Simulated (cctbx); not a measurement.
## Diagnosing a refinement

Cell a = 11.3950 Å, b = 11.3950 Å, c = 11.3950 Å, α = 90.00°, β = 90.00°, γ = 90.00°; space group Fd-3m (no. 227, origin choice 1). The compound is Nb3Fe3C.

Simulated single-crystal data (cctbx): Cu Kα, λ = 1.54184 Å, to d = 0.83 Å, 80 % of the full sphere, strongest reflection 40000 counts, noise from counting, a 4 % proportional error and a noise floor of 8 counts (s.d.); no absorption.

An anisotropic refinement with weights 1/σ² prints:

```text
Rint 0.034, 87 unique reflections to 0.83 A
cycle     R1     wR2    GooF  max shift (A)
   1  0.0708  0.2408  21.591   0.00437
   2  0.0456  0.1368  12.269   0.00001
final R1 0.0456 wR2 0.1368 GooF 12.269  parameters 9  data/parameter 9.7
atom        x        y        z      Ueq    occ   su(xyz)  su(Uiso or U11)
Nb1    0.05193  0.25000  0.25000   0.0201  1.000  0.00016  0.0013
Fe1    0.33003  0.83003  0.33003   0.0129  1.000  0.00020  0.0013
Fe2    0.12500  0.62500  0.12500   0.0192  1.000  0.00000  0.0016
difference map: max 8.53 min -0.76 rms 0.47
Q1    0.1250  0.1250  0.1250   16    9.60  2.18 A from Nb1
Q2    0.0000  0.0000  0.2220   48    1.33  0.27 A from Nb1
Q3    0.1250  0.1250  0.6250   16    1.22  0.00 A from Fe2
Q4    0.0902  0.0902  0.4098   32    1.12  0.20 A from Fe1
Q5    0.0639  0.0639  0.0639   32    0.40  1.84 A from Nb1
Q6    0.0529  0.1296  0.8704   96    0.40  1.48 A from Fe1
```

Q: Accept it or mend it, and why?

Mend it. The fault: an atom left out, C at (1/8, 1/8, 1/8). Against the right model at the same level, R1 goes from 0.0054 to 0.0456 and GooF from 1.01 to 12.27 and the top difference peak, 9.6 e/Å³, lies 2.18 Å from Nb1. Q1 is the missing atom. With scattering power missing, scale and phases suffer, so peaks may also grow on the heavy atoms.

The compound is Nb3Fe3C. The right model at the same level gives:

```text
Rint 0.034, 87 unique reflections to 0.83 A
cycle     R1     wR2    GooF  max shift (A)
   1  0.0512  0.1847  16.780   0.00198
   2  0.0054  0.0111   1.008   0.00000
final R1 0.0054 wR2 0.0111 GooF 1.008  parameters 11  data/parameter 7.9
atom        x        y        z      Ueq    occ   su(xyz)  su(Uiso or U11)
Nb1    0.05171  0.25000  0.25000   0.0213  1.000  0.00001  0.0001
Fe1    0.33021  0.83021  0.33021   0.0136  1.000  0.00002  0.0001
Fe2    0.12500  0.62500  0.12500   0.0192  1.000  0.00000  0.0001
C1     0.12500  0.12500  0.12500   0.0241  1.000  0.00000  0.0007
difference map: max 0.33 min -0.17 rms 0.06
Q1    0.0000  0.0000  0.5000    8    0.33  1.58 A from Fe1
Q2    0.0113  0.1815  0.6815   96    0.26  1.32 A from Nb1
Q3    0.1006  0.1006  0.8994   32    0.17  1.37 A from Fe1
Q4    0.0000  0.0000  0.0000    8    0.14  2.26 A from Nb1
Q5    0.0839  0.0839  0.1290   96    0.14  0.66 A from C1
Q6    0.0000  0.0000  0.1192   48    0.14  0.90 A from Nb1
```

This is a model crystal, built by substitution and not relaxed, with assumed displacement parameters.

[Middle refinement cycles are left out of these outputs.]

[Logs are printed without paths, hosts, clocks, repeated set-up lines and the standing remarks that a program may print on its own settings, such as how far it seeks lower states.]
